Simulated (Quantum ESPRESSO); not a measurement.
# AlN (F-43m): the LO frequency by hand

Wanted: the LO mode of AlN (F-43m) from the TO mode and the field response.

Calculated with Quantum ESPRESSO 7.5; DFT LDA, scalar-relativistic, plane waves, PseudoDojo norm-conserving pseudopotentials.

### 1. The relaxed structure

Symmetry: F-43m, No. 216, cubic system. The conventional cell has a = 4.333 Å, b = 4.333 Å, c = 4.333 Å, α = 90.00°, β = 90.00°, γ = 90.00°. Nearest to Al lie 4 N at 1.88 Å. Nearest to N lie 4 Al at 1.88 Å. Farther neighbours and most contacts between anions are not listed.

As a file:

```
CELL_PARAMETERS angstrom
-2.16650 0.00000 2.16650
0.00000 2.16650 2.16650
-2.16650 2.16650 0.00000
ATOMIC_POSITIONS crystal
Al 0.00000 0.00000 0.00000
N 0.75000 0.75000 0.75000
```

This is the cell after its relaxation at this level of theory, not the database cell from which that began.

### 2. What the response run gave

A linear-response run on the relaxed cell, with the response to an electric field; only its zone-centre results are used. Cutoff 84 Ry, k mesh 8×8×8.

The program printed:

```text
[banners, grids, parts of the stress and lines that vanish by symmetry left out]
Program PHONON v.7.5
     Reading xml data from directory:

[...]
Exchange-correlation= PW
                           (   1   4   0   0   0   0   0)
[...]
kinetic-energy cut-off    =      84.0000  Ry
     charge density cut-off    =     336.0000  Ry
     convergence threshold     =      1.0E-18
[...]
Exchange-correlation= PW
                           (   1   4   0   0   0   0   0)
[...]
q = (   0.0000000   0.0000000   0.0000000 )
     25 Sym.Ops. (with q -> -q+G )
     G cutoff =  570.6307  (  14211 G-vectors)     FFT grid: ( 36, 36, 36)
     number of k points=    29
[...]
Mode symmetry, T_d (-43m)  point group:
[...]
Dielectric constant
[...]
End of electric fields calculation
          Dielectric constant in cartesian axis
          (       4.500014793       0.000000000       0.000000000 )
          (       0.000000000       4.500014793       0.000000000 )
          (       0.000000000       0.000000000       4.500014793 )
          Effective charges (d Force / dE) in cartesian axis without acoustic sum rule applied (asr)
           atom    1  Al    Mean Z*:        2.52838
      Ex  (        2.52838       -0.00000       -0.00000 )
      Ey  (       -0.00000        2.52838        0.00000 )
      Ez  (       -0.00000        0.00000        2.52838 )
           atom    2  N     Mean Z*:       -2.53146
      Ex  (       -2.53146       -0.00000        0.00000 )
      Ey  (       -0.00000       -2.53146       -0.00000 )
      Ez  (       -0.00000       -0.00000       -2.53146 )
          Effective charges Sum: Mean:       -0.00308
[...]
Effective charges (d Force / dE) in cartesian axis with asr applied:
           atom    1  Al    Mean Z*:        2.52992
[...]
atom    2  N     Mean Z*:       -2.52992
[...]
Representation #   1 modes #   1   2   3
[...]
End of self-consistent calculation
     Convergence has been achieved
     Representation #   2 modes #   4   5   6
[...]
End of self-consistent calculation
     Convergence has been achieved
[...]
Dielectric constant in cartesian axis
          (       4.500014793       0.000000000       0.000000000 )
          (       0.000000000       4.500014793       0.000000000 )
          (       0.000000000       0.000000000       4.500014793 )
          Effective charges (d Force / dE) in cartesian axis without acoustic sum rule applied (asr)
           atom    1  Al    Mean Z*:        2.52838
      Ex  (        2.52838       -0.00000       -0.00000 )
      Ey  (       -0.00000        2.52838        0.00000 )
      Ez  (       -0.00000        0.00000        2.52838 )
           atom    2  N     Mean Z*:       -2.53146
      Ex  (       -2.53146       -0.00000        0.00000 )
      Ey  (       -0.00000       -2.53146       -0.00000 )
      Ez  (       -0.00000       -0.00000       -2.53146 )
          Effective charges Sum: Mean:       -0.00308
[...]
Effective charges (d Force / dE) in cartesian axis with asr applied:
           atom    1  Al    Mean Z*:        2.52992
[...]
atom    2  N     Mean Z*:       -2.52992
[...]
q = (    0.000000000   0.000000000   0.000000000 )
[...]
freq (    1) =      -0.057336 [THz] =      -1.912513 [cm-1]
     freq (    2) =      -0.057336 [THz] =      -1.912513 [cm-1]
     freq (    3) =      -0.057336 [THz] =      -1.912513 [cm-1]
     freq (    4) =      20.070944 [THz] =     669.494624 [cm-1]
     freq (    5) =      20.070944 [THz] =     669.494624 [cm-1]
     freq (    6) =      20.070944 [THz] =     669.494624 [cm-1]
[...]
Mode symmetry, T_d (-43m)  point group:
     freq (   1-   3) =         -1.9  [cm-1]   --> T_2  G_15 P_4   I+R
     freq (   4-   6) =        669.5  [cm-1]   --> T_2  G_15 P_4   I+R

   JOB DONE.
```

```
                       quantity   value
             cell volume Ω (Å³)  20.338
                 mass of Al (u)  26.982
                  mass of N (u)  14.007
     Born charge of Al, raw (e)   2.528
      Born charge of N, raw (e)  -2.531
                             ε∞   4.500
ω(TO) after the sum rule (cm⁻¹)   669.5
```

### 3. The calculation

The charges must sum to zero over the cell; taking off their mean, -0.002 e, leaves Z* = 2.530 e on Al. In the polar mode Al moves against N, so the reduced mass is μ = 26.98 × 14.01 / 40.99 = 9.220 u.

A longitudinal wave builds up a field that adds to the restoring force: ω(LO)² = ω(TO)² + 4π Z*² / (μ Ω ε∞), in Hartree atomic units. With μ = 16808 electron masses and Ω = 137.25 bohr³ the second term is 7.7483e-06 Ha², or 373230 cm⁻² (1 Ha = 219474.6 cm⁻¹).

So ω(LO) = √(448230 + 373230) = 906.3 cm⁻¹, and by the Lyddane-Sachs-Teller relation ε₀ = ε∞ (ω(LO)/ω(TO))² = 8.25.

### 4. Check against the program

The analysis program adds the same non-analytic term to the full matrix, here for q along (1 0 0).

The program printed:

```text
[banner, memory and clock lines left out]
Program DYNMAT v.7.5

     Reading Dynamical Matrix from file g.dyn
     ...Force constants read
     ...epsilon and Z* read

     Polarizability (A^3 units)
     multiply by 0.461537 for Clausius-Mossotti correction
         5.664569    0.000000    0.000000
         0.000000    5.664569    0.000000
         0.000000    0.000000    5.664569

     IR activities are in (D/A)^2/amu units

# mode   [cm-1]    [THz]      IR
    1     -0.00   -0.0000    0.0000
    2      0.00    0.0000    0.0000
    3      0.00    0.0000    0.0000
    4    669.50   20.0711   16.0152
    5    669.50   20.0711   16.0152
    6    906.34   27.1713   16.0152
```

ε₀ comes from the program's run without a direction of q.

```
    quantity  by hand  program
ω(LO) (cm⁻¹)    906.3    906.3
          ε₀     8.25     8.25
```

### 5. Results

```json
{
  "TO mode": "669.5 cm⁻¹",
  "LO mode": "906.3 cm⁻¹",
  "static dielectric constant": "8.247"
}
```

In words: The LO mode of AlN (F-43m) lies at 906 cm⁻¹, 237 cm⁻¹ above the TO mode; the formula meets the program within 0.1 cm⁻¹, as it must for a cubic crystal with one polar mode. ω(LO)² − ω(TO)² goes with Z*²/ε∞: an error of 5 % in ε∞ would move the LO mode by 9.9 cm⁻¹, and semilocal functionals tend to overestimate ε∞. These are harmonic values at zero temperature, at the volume of this functional, for the structure held cubic; stability elsewhere in the zone is no part of this calculation.

[Host names and launcher messages were left out of these logs when they were recorded.]

[Logs are printed without paths, hosts, clocks, repeated set-up lines and the standing remarks that a program may print on its own settings, such as how far it seeks lower states.]

[Hosts, paths, dates, database ids (printed as entryN), source tags and the programs' standing remarks are cut or masked in the printed files.]
